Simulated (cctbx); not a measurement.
# Diagnosing a refinement

Cell a = 5.0100 Å, b = 5.0100 Å, c = 8.2680 Å, α = 90.00°, β = 90.00°, γ = 120.00°; space group P6_3/mmc (no. 194).

The data are simulated with cctbx, not measured: Cu Kα, λ = 1.54184 Å, to d = 0.83 Å, 50 % of the full sphere, strongest reflection 70000 counts, noise from counting, a 6 % proportional error and a noise floor of 2 counts (s.d.); no absorption, and some extinction, which the refinements don't model.

An anisotropic refinement with weights 1/σ² prints:

```text
Rint 0.044, 81 unique reflections to 0.83 A
cycle     R1     wR2    GooF  max shift (A)
   1  0.0291  0.1229   4.608   0.00010
   2  0.0149  0.0454   1.701   0.00000
final R1 0.0149 wR2 0.0454 GooF 1.701  parameters 9  data/parameter 9.0
atom        x        y        z      Ueq    occ   su(xyz)  su(Uiso or U11)
V1     0.66667  0.33333  0.55823   0.0034  1.000  0.00006  0.0004
Al1    0.00000  0.00000  0.50000   0.0013  1.000  0.00000  0.0005  NPD
Al2    0.82655  0.17345  0.25000   0.0059  1.000  0.00007  0.0005
difference map: max 0.32 min -0.26 rms 0.08
Q1    0.0000  0.0000  0.0454    4    0.33  0.38 A from Al1
Q2    0.0801  0.5400  0.2500    6    0.20  1.63 A from Al2
Q3    0.0800  0.5400  0.6013   12    0.19  1.72 A from V1
Q4    0.0777  0.1554  0.1589   12    0.19  1.48 A from Al1
Q5    0.0000  0.0000  0.2500    2    0.17  1.51 A from Al2
Q6    0.0756  0.1512  0.6621   12    0.17  1.12 A from Al2
```

Q: Accept it or mend it, and why?

Mend it. The fault: wrong element: Al1 is Si. Against the right model at the same level, R1 goes from 0.0132 to 0.0149 and GooF from 0.97 to 1.70, U of Al1 shrinks from 0.0067 to 0.0013 Å² and Al1 goes non-positive-definite. Al1 has 1 electron too few and its U shrinks to make up, as expected (near an absorption edge f′ can widen the mismatch well beyond the difference in Z).

The compound is Al3V2Si. The right model at the same level gives:

```text
Rint 0.044, 81 unique reflections to 0.83 A
cycle     R1     wR2    GooF  max shift (A)
   1  0.0136  0.0271   1.014   0.00009
   2  0.0132  0.0259   0.970   0.00000
final R1 0.0132 wR2 0.0259 GooF 0.970  parameters 9  data/parameter 9.0
atom        x        y        z      Ueq    occ   su(xyz)  su(Uiso or U11)
V1     0.66667  0.33333  0.55824   0.0038  1.000  0.00004  0.0002
Si1    0.00000  0.00000  0.50000   0.0067  1.000  0.00000  0.0003
Al1    0.82655  0.17345  0.25000   0.0064  1.000  0.00004  0.0003
difference map: max 0.25 min -0.33 rms 0.08
Q1    0.0000  0.0000  0.2500    2    0.25  1.51 A from Al1
Q2    0.0801  0.5401  0.6007   12    0.21  1.71 A from V1
Q3    0.0822  0.5411  0.2500    6    0.20  1.64 A from Al1
Q4    0.0748  0.1496  0.1571   12    0.19  1.45 A from Si1
Q5    0.0735  0.1469  0.6601   12    0.18  1.14 A from Al1
Q6    0.9990  0.3561  0.1535   24    0.17  1.20 A from Al1
```

Isotropic U is held between 0.0001 and 1 Å² by the program, and listed peak heights are interpolated, so they can pass the grid's maximum.

The model was made for the exercise: a known structure type with other elements put in, its volume estimated, not relaxed; displacement parameters are assumed.

[Middle refinement cycles are left out of these outputs.]

[Logs are printed without paths, hosts, clocks, repeated set-up lines and the standing remarks that a program may print on its own settings, such as how far it seeks lower states.]
